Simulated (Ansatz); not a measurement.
# TiSi2 (Zhiqinite, Fddd): zone-centre modes under pressure, part 2 of 3

Aim: how do the optical modes of TiSi2 (Zhiqinite, Fddd) move with volume?

Ansatz 0.2.0; DFT PBEsol, scalar-relativistic, plane waves, PAW; PAW set soft_1.

So far. Step 3 (Tight relaxation): The largest force component left is 0.26 meV/Å and the pressure is -0.001 GPa, within the tolerances set. The cell now holds 13.79 Å³/atom.

The database entry behind the starting cell is an old determination (1939), so it need not match the best structure at ambient conditions.

### Step 4. Zone-centre response at rest

The force constants come from the linear response of the density to a displacement.

The modes at rest are the reference of the series.

The input, input.yaml:

```yaml
crystal:
  lattice:
    - [0.0, 4.0880189485, 4.2506264216]
    - [2.3801199552, 0.0, 4.2506264216]
    - [2.3801199552, 4.0880189485, 0.0]
  atoms:
    - { symbol: Si, position: [0.0862450432, 0.4137549568, 0.0862450432] }
    - { symbol: Si, position: [0.4137549568, 0.0862450432, 0.4137549568] }
    - { symbol: Si, position: [0.1637549568, 0.8362450432, 0.1637549568] }
    - { symbol: Si, position: [0.8362450432, 0.1637549568, 0.8362450432] }
    - { symbol: Ti, position: [0.75, 0.75, 0.75] }
    - { symbol: Ti, position: [0.5, 0.5, 0.5] }
kpoints:
  mp_grid: { grid: [12, 12, 12] }
hamiltonian:
  xc: pbesol
  pseudopotentials: { kind: paw, azcp: { folder: soft_1 }, xc_functional: pbe }
scf:
  occupations: { method: methfessel_paxton, width: 0.2 }
output:
  eigenvalues: true
phonons:
  method: dfpt
```

On the command line:

```console
ansatz run input.yaml --threads 4 --pin off --max-ram 16384MiB --backend cpu --events-out ev --progress --plain --runs-dir out
```

Numbers of over 12 decimals in the logs are rounded to 6 here.

Log:

```text
zone centre: on kpoints.mp_grid the ground state, and the responses unless they are solved on pairs of k-points, stand on 476 of the mesh's 1728 k-points, reduced under 2 symmetry operations, with k and −k counted as one. Each operation leaves every solved displacement unchanged or reverses it
[...]
Crystal: 6 atoms, lattice volume = 82.717 Å³
Basis set: ecut = 420 eV, 1601 PW (Γ), exchange–correlation on 80×80×80 points (8 copies of the dense FFT grid, shifted against one another)
Bands: 26, of which v1, the nominal top of the filled ones, is band 20 counted from 1 (19 counted from 0)
Symmetry: 8 space group operations
k-points: 476 of 1728 (irreducible under 2 space group operations, time reversal used)
[...]
SCF iter   1: F=—  HF=-7438.505106 eV  |F-HF|=—  |Δ(HF+E_count)|=         —  Δρ=3.81e-2  dr2=2.09e0  ethr=3.10e-3  ⟨swp⟩=6.0  Hψ=56572  notcnv=0
[...]
SCF iter  10: F=-7437.801913 eV  HF=-7437.801913 eV  |F-HF|=1.82e-12  |Δ(HF+E_count)|=    0.00e0  S|Δr|=    0.00e0  Δρ=1.17e-8  dr2=7.19e-14  ethr=1.00e-12  ⟨swp⟩=9.6  Hψ=54306  notcnv=0
SCF 1 converged in 10 iterations: F = -7437.801913 eV  dr2 = 7.19e-14
[...]
DFPT response loops at Γ: preconditioner auto → Kerker (q_TF=auto, 2.417 Å⁻¹) (partly filled bands, converged f_vac=0.000); β = 1.00, the filter's whole step (`scf.mixing.beta` (0.50) is not read by the response loops under this deck's `scf.mixing.preconditioner`; to damp them name `kerker` or `kerker_dos`, under which they read `scf.mixing.beta`, and type it under 1.00, their step now; both keys bind the ground state too); Broyden in place of MSR1
SCF converged after 10 iterations
[...]
Free energy (F): -7437.801913 eV
[...]
Internal energy: -7437.801530 eV  (E = F + TS)
E sigma→0 (E₀):  -7437.801817 eV
Entropy (-TS):   -0.000383 eV (-0.064 meV/atom)
Fermi energy:    12.705445 eV
[...]
--- Band table (eV; the first three rows and the last of 476) ---
  k-point 0: bands = [... 16 lower, 10.4049, 10.6897, 10.9449, 11.3276, 11.7647, 14.8028, 15.9020, 16.1533, ... 2 higher]
  k-point 1: bands = [... 16 lower, 10.2939, 10.6457, 11.2352, 11.3447, 11.7489, 14.7293, 15.8821, 15.9816, ... 2 higher]
  k-point 2: bands = [... 16 lower, 10.6330, 10.7460, 11.4464, 11.5670, 11.8256, 14.5124, 15.6547, 15.7323, ... 2 higher]
  k-point 475: bands = [... 16 lower, 11.1498, 11.1498, 11.7001, 11.7001, 13.4638, 13.4638, 16.0128, 16.0128, ... 2 higher]
--- Phonons (Γ-DFPT): 6 representative perturbations + reference, on 476 of 1728 k-points (Σ response iterations 18) ---
  k mesh reduced under 2 symmetry operations, with k and −k counted as one. Each operation leaves every solved displacement unchanged or reverses it
  ASR residual: 9.474e-6 → 0.000e0 eV/Å²; symmetrization residual: 4.131e-6 eV/Å²
  ASR residual per site (eV/Å²): 2.16e-6 2.16e-6 2.16e-6 2.16e-6 9.47e-6 9.47e-6
  Γ frequencies (cm⁻¹): 0.00 0.00 0.00 189.28 196.44 213.13 243.60 256.78 266.17 270.86 283.70 304.28 321.77 346.30 376.15 391.70 414.90 441.11
  non-analytic LO–TO correction: not included (Born effective charges unavailable; polar crystals: no LO–TO splitting at Γ)
```

Run time: 69 s. Hardware: 4 threads of AMD EPYC 9R45, shared host; peak memory 3.6 GiB; 4.3 min of CPU time.

The column dr2 measures how far the density is from self-consistency, as an energy; F and HF (Harris–Foulkes) agree once it is small.

Numbers from this step:

| Property | Result |
| --- | --- |
| sum-rule residual before enforcement | 9.47e-6 eV/Å² |
| point group | mmm |
| highest optical mode at the zone centre (no LO-TO term) | 441.1 cm⁻¹ |
| lowest optical zone-centre mode | 189.3 cm⁻¹ |

Patterns of degenerate modes are one choice out of their space. Modes at Γ, with each element's share of the kinetic energy:

```
mode  frequency (cm⁻¹)  symmetry  Si %  Ti %
   1               0.0  acoustic    54    46
   2               0.0  acoustic    54    46
   3               0.0  acoustic    54    46
   4             189.3       B3u    82    18
   5             196.4       B2g    67    33
   6             213.1       B1g    38    62
   7             243.6       B1u    88    12
   8             256.8        Ag   100     0
   9             266.2       B3g    42    58
  10             270.9       B2g    33    67
  11             283.7       B3g    84    16
  12             304.3       B2u    46    54
  13             321.8        Au   100     0
  14             346.3       B1g    89    11
  15             376.1       B3u    64    36
  16             391.7       B3g    74    26
  17             414.9       B1u    58    42
  18             441.1       B1g    73    27
```

Displacements in mode 4 (189.3 cm⁻¹), the largest set to 1:
```
Si1  0.48  0.00  1.00
Si2  0.48  0.00 -1.00
Si3  0.48  0.00  1.00
Si4  0.48  0.00 -1.00
Ti5 -0.57  0.00  0.00
Ti6 -0.57  0.00  0.00
```

Displacements in mode 5 (196.4 cm⁻¹), the largest set to 1:
```
Si1  0.00  1.00  0.00
Si2  0.00  1.00  0.00
Si3  0.00 -1.00  0.00
Si4  0.00 -1.00  0.00
Ti5  0.00  0.77  0.00
Ti6  0.00 -0.77  0.00
```

Before it was imposed, the acoustic sum rule was missed by 9.5e-6 eV/Å². Small misses are needed for a sound result but don't prove that mesh and cutoff are converged. The lowest optical mode is real, 189 cm⁻¹.

### Step 5. A member of the series: 1.06 times the volume at rest

The cell is set to 1.06 times the volume at rest, and shape and atoms relax at that volume.

input.yaml, the sections that differ from step 4:

```yaml
crystal:
  lattice:
    - [0.0, 4.1787910268, 4.3208060304]
    - [2.428036016, 0.0, 4.3208060304]
    - [2.428036016, 4.1787910268, 0.0]
  atoms:
    - { symbol: Si, position: [0.0864430926, 0.4135569074, 0.0864430926] }
    - { symbol: Si, position: [0.4135569074, 0.0864430926, 0.4135569074] }
    - { symbol: Si, position: [0.1635569074, 0.8364430926, 0.1635569074] }
    - { symbol: Si, position: [0.8364430926, 0.1635569074, 0.8364430926] }
    - { symbol: Ti, position: [0.75, 0.75, 0.75] }
    - { symbol: Ti, position: [0.5, 0.5, 0.5] }
output:
  forces: true
  stress: true
  eigenvalues: true
relax:
  adjacent_minimum: "off"
  f_tol: 0.001
  max_steps: 60
  cell: { stress_tol: 0.01, fix: [volume] }
# kpoints, hamiltonian, scf: as in step 4
# phonons: removed
```

Log:

```text
[...]
Crystal: 6 atoms, lattice volume = 87.680 Å³
Basis set: ecut = 420 eV, 1675 PW (Γ), exchange–correlation on 90×72×72 points (8 copies of the dense FFT grid, shifted against one another)
Bands: 26, of which v1, the nominal top of the filled ones, is band 20 counted from 1 (19 counted from 0)
Symmetry: 8 space group operations
[...]
k-points: 280 of 1728
[...]
cell:  # Å, volume = 87.6800 Å³
    - [0, 4.184396, 4.313851]
    - [2.428693, 0, 4.313851]
    - [2.428693, 4.184396, 0]
  atoms:
    - { symbol: Si, position: [0.086537, 0.413463, 0.086537] }
    - { symbol: Si, position: [0.413463, 0.086537, 0.413463] }
    - { symbol: Si, position: [0.163463, 0.836537, 0.163463] }
    - { symbol: Si, position: [0.836537, 0.163463, 0.836537] }
    - { symbol: Ti, position: [0.750000, 0.750000, 0.750000] }
    - { symbol: Ti, position: [0.500000, 0.5, 0.5] }
[key lines of the parts left out:]
SCF converged after 5 iterations
Free energy (F): -7437.675131 eV
Fermi energy:    11.862575 eV
P = ⅓ Tr σ = -7.7674 GPa (-77.674 kbar)
```

It took 17 s on 4 threads; peak memory 0.86 GiB; 63 s of CPU time.

The steps of the relaxation:

```
step  energy less that of the first step (eV)  largest force component (eV/Å)  pressure (GPa)  volume (Å³)
   1                                   0.0000                          0.0068           -7.84        87.68
   2                                  -0.0003                          0.0004           -7.75        87.68
   3                                  -0.0004                          0.0001           -7.77        87.68
   4                                  -0.0004                          0.0003           -7.77        87.68
  5*                                  -0.0004                          0.0003           -7.77        87.68
```

Relaxation steps marked * repeat the geometry before them on a plane-wave basis chosen anew for their cell, so energy and pressure can jump there.

The run keeps the 8 symmetry operations that it works with, so distortions that break them were not tested.

```
conventional cell, symmetrised  before  after  change
                         a (Å)   4.856  4.857  +0.0 %
                         b (Å)   8.358  8.369  +0.1 %
                         c (Å)   8.642  8.628  -0.2 %
              volume (Å³/atom)   14.61  14.61  +0.0 %
```

Final coordinates:

```cif
data_structure
_symmetry_space_group_name_H-M 'P 1'
_symmetry_Int_Tables_number 1
_cell_length_a 6.0099
_cell_length_b 4.9505
_cell_length_c 4.8382
_cell_angle_alpha 75.743
_cell_angle_beta 52.974
_cell_angle_gamma 51.283
_cell_volume 87.68
loop_
_atom_site_label
_atom_site_type_symbol
_atom_site_fract_x
_atom_site_fract_y
_atom_site_fract_z
_atom_site_occupancy
Si1 Si 0.08654 0.41346 0.08654 1
Si2 Si 0.41346 0.08654 0.41346 1
Si3 Si 0.16346 0.83654 0.16346 1
Si4 Si 0.83654 0.16346 0.83654 1
Ti5 Ti 0.75000 0.75000 0.75000 1
Ti6 Ti 0.50000 0.50000 0.50000 1
```

Numbers from this step:

| Property | Result |
| --- | --- |
| pressure | -7.767 GPa |
| volume per atom | 14.61 Å³ |

The largest force component left is 0.34 meV/Å, at a pressure of -7.77 GPa.

### Step 6. Modes of this member: 1.06 times the volume at rest

The zone-centre modes follow for 1.06 times the volume at rest.

input.yaml, the sections that differ from step 5:

```yaml
crystal:
  lattice:
    - [0.0, 4.1843960374, 4.3138509507]
    - [2.4286930535, 0.0, 4.3138509507]
    - [2.4286930535, 4.1843960374, 0.0]
  atoms:
    - { symbol: Si, position: [0.0865368167, 0.4134631833, 0.0865368167] }
    - { symbol: Si, position: [0.4134631833, 0.0865368167, 0.4134631833] }
    - { symbol: Si, position: [0.1634631833, 0.8365368167, 0.1634631833] }
    - { symbol: Si, position: [0.8365368167, 0.1634631833, 0.8365368167] }
    - { symbol: Ti, position: [0.75, 0.75, 0.75] }
    - { symbol: Ti, position: [0.5, 0.5, 0.5] }
output:
  eigenvalues: true
phonons:
  method: dfpt
# kpoints, hamiltonian, scf: as in step 5
# relax: removed
```

Log:

```text
[...]
Crystal: 6 atoms, lattice volume = 87.680 Å³
Basis set: ecut = 420 eV, 1699 PW (Γ), exchange–correlation on 96×96×96 points (8 copies of the dense FFT grid, shifted against one another)
Bands: 26, of which v1, the nominal top of the filled ones, is band 20 counted from 1 (19 counted from 0)
Symmetry: 8 space group operations
k-points: 476 of 1728 (irreducible under 2 space group operations, time reversal used)
[...]
SCF iter   1: F=—  HF=-7438.347847 eV  |F-HF|=—  |Δ(HF+E_count)|=         —  Δρ=3.64e-2  dr2=2.04e0  ethr=3.10e-3  ⟨swp⟩=6.0  Hψ=55611  notcnv=0
[...]
SCF iter  10: F=-7437.675131 eV  HF=-7437.675131 eV  |F-HF|=9.09e-13  |Δ(HF+E_count)|=  6.37e-12  S|Δr|=    0.00e0  Δρ=1.67e-8  dr2=1.74e-13  ethr=1.00e-12  ⟨swp⟩=9.2  Hψ=56595  notcnv=0
SCF 1 converged in 10 iterations: F = -7437.675131 eV  dr2 = 1.74e-13
[...]
SCF converged after 10 iterations
[...]
Free energy (F): -7437.675131 eV
[...]
Internal energy: -7437.674311 eV  (E = F + TS)
E sigma→0 (E₀):  -7437.674926 eV
Entropy (-TS):   -0.000819 eV (-0.137 meV/atom)
Fermi energy:    11.862575 eV
[...]
--- Band table (eV; the first three rows and the last of 476) ---
  k-point 0: bands = [... 16 lower, 9.6988, 9.8357, 10.1158, 10.5069, 10.9839, 13.8277, 14.8206, 14.9337, ... 2 higher]
  k-point 1: bands = [... 16 lower, 9.5371, 9.8086, 10.4381, 10.5321, 10.9662, 13.7622, 14.7855, 14.8558, ... 2 higher]
  k-point 2: bands = [... 16 lower, 9.8477, 9.9371, 10.6417, 10.7839, 11.0329, 13.5640, 14.5721, 14.6578, ... 2 higher]
  k-point 475: bands = [... 16 lower, 10.3124, 10.3124, 10.9375, 10.9375, 12.6306, 12.6306, 14.9343, 14.9343, ... 2 higher]
[...]
ASR residual: 4.774e-6 → 0.000e0 eV/Å²; symmetrization residual: 3.514e-6 eV/Å²
  ASR residual per site (eV/Å²): 4.21e-6 4.21e-6 4.21e-6 4.21e-6 4.77e-6 4.77e-6
[...]
```

It took 96 s on 4 threads; peak memory 3.8 GiB; 6 min of CPU time.

This step gave:

| Property | Result |
| --- | --- |
| sum-rule residual before enforcement | 4.77e-6 eV/Å² |
| highest optical mode at the zone centre (no LO-TO term) | 402.2 cm⁻¹ |
| lowest optical zone-centre mode | 174.6 cm⁻¹ |

Patterns of degenerate modes are one choice out of their space. The modes at Γ (shares of kinetic energy by element, %):

```
mode  frequency (cm⁻¹)  symmetry  Si %  Ti %
   1               0.0  acoustic    54    46
   2               0.0  acoustic    54    46
   3               0.0  acoustic    54    46
   4             174.6       B3u    81    19
   5             187.7       B2g    62    38
   6             200.7       B1g    38    62
   7             218.7       B1u    88    12
   8             222.7        Ag   100     0
   9             234.7       B2g    38    62
  10             244.1       B3g    37    63
  11             256.7       B3g    89    11
  12             274.8       B2u    46    54
  13             288.7        Au   100     0
  14             309.4       B1g    90    10
  15             343.3       B3u    65    35
  16             357.2       B3g    74    26
  17             379.0       B1u    58    42
  18             402.2       B1g    73    27
```

The lowest optical mode is real, 175 cm⁻¹, and the highest lies at 402.2 cm⁻¹.

Between step 4 and this run (volume ratio 1.06) the value for the highest optical mode at the zone centre (no LO-TO term) moves from 441 cm⁻¹ to 402 cm⁻¹ (-9 %).

### Step 7. Relaxation of a member: 0.9 times the volume at rest

The cell is set to 0.9 times the volume at rest, and shape and atoms relax at that volume.

input.yaml, the sections that differ from step 6:

```yaml
crystal:
  lattice:
    - [0.0, 3.9287530876, 4.126730497]
    - [2.2958650125, 0.0, 4.126730497]
    - [2.2958650125, 3.9287530876, 0.0]
  atoms:
    - { symbol: Si, position: [0.0858420391, 0.4141579609, 0.0858420391] }
    - { symbol: Si, position: [0.4141579609, 0.0858420391, 0.4141579609] }
    - { symbol: Si, position: [0.1641579609, 0.8358420391, 0.1641579609] }
    - { symbol: Si, position: [0.8358420391, 0.1641579609, 0.8358420391] }
    - { symbol: Ti, position: [0.75, 0.75, 0.75] }
    - { symbol: Ti, position: [0.5, 0.5, 0.5] }
output:
  forces: true
  stress: true
  eigenvalues: true
relax:
  adjacent_minimum: "off"
  f_tol: 0.001
  max_steps: 60
  cell: { stress_tol: 0.01, fix: [volume] }
# kpoints, hamiltonian, scf: as in step 6
# phonons: removed
```

Log:

```text
[...]
Crystal: 6 atoms, lattice volume = 74.445 Å³
Basis set: ecut = 420 eV, 1459 PW (Γ), exchange–correlation on 80×64×64 points (8 copies of the dense FFT grid, shifted against one another)
Bands: 26, of which v1, the nominal top of the filled ones, is band 20 counted from 1 (19 counted from 0)
Symmetry: 8 space group operations
[...]
k-points: 280 of 1728
[...]
cell:  # Å, volume = 74.4453 Å³
    - [0, 3.924522, 4.132048]
    - [2.295383, 0, 4.132048]
    - [2.295383, 3.924522, 0]
  atoms:
    - { symbol: Si, position: [0.085744, 0.414256, 0.085744] }
    - { symbol: Si, position: [0.414256, 0.085744, 0.414256] }
    - { symbol: Si, position: [0.164256, 0.835744, 0.164256] }
    - { symbol: Si, position: [0.835744, 0.164256, 0.835744] }
    - { symbol: Ti, position: [0.750000, 0.750000, 0.75] }
    - { symbol: Ti, position: [0.5, 0.5, 0.5] }
[key lines of the parts left out:]
SCF converged after 5 iterations
Free energy (F): -7437.331461 eV
Fermi energy:    14.314780 eV
P = ⅓ Tr σ = 19.9927 GPa (199.927 kbar)
```

The job ended after 17 s (4 threads; peak memory 0.79 GiB).

Relaxation path:

```
step  energy less that of the first step (eV)  largest force component (eV/Å)  pressure (GPa)  volume (Å³)
   1                                   0.0000                          0.0110           20.06        74.45
   2                                  -0.0003                          0.0018           19.99        74.45
   3                                  -0.0004                          0.0011           19.99        74.45
   4                                  -0.0004                          0.0015           19.99        74.45
   5                                  -0.0004                          0.0003           19.99        74.45
  6*                                  -0.0004                          0.0003           19.99        74.45
```

Relaxation steps marked * repeat the geometry before them on a plane-wave basis chosen anew for their cell, so energy and pressure can jump there. Relaxation step 4 was tried and not accepted.

The run keeps the 8 symmetry operations that it works with, so distortions that break them were not tested.

```
conventional cell, symmetrised  before  after  change
                         a (Å)   4.592  4.591  -0.0 %
                         b (Å)   7.858  7.849  -0.1 %
                         c (Å)   8.253  8.264  +0.1 %
              volume (Å³/atom)   12.41  12.41  +0.0 %
```

The relaxed structure:

```xyz
6
Lattice="0.0000 3.9245 4.1320 2.2954 0.0000 4.1320 2.2954 3.9245 0.0000" Properties=species:S:1:pos:R:3 pbc="T T T"
Si    1.1477    0.6730    2.0660
Si    1.1477    3.2515    2.0660
Si    2.2954    1.2893    4.1320
Si    2.2954    6.5598    4.1320
Ti    3.4431    5.8868    6.1981
Ti    2.2954    3.9245    4.1320
```

Numbers from this step:

```
pressure        : 19.99 GPa
volume per atom : 12.41 Å³
```

The largest force component left is 0.25 meV/Å, at a pressure of 19.99 GPa.

[end of part 2 of 3]

[Logs are printed without paths, hosts, clocks, repeated set-up lines and the standing remarks that a program may print on its own settings, such as how far it seeks lower states.]

[Hosts, paths, dates, database ids (printed as entryN), source tags and the programs' standing remarks are cut or masked in the printed files.]
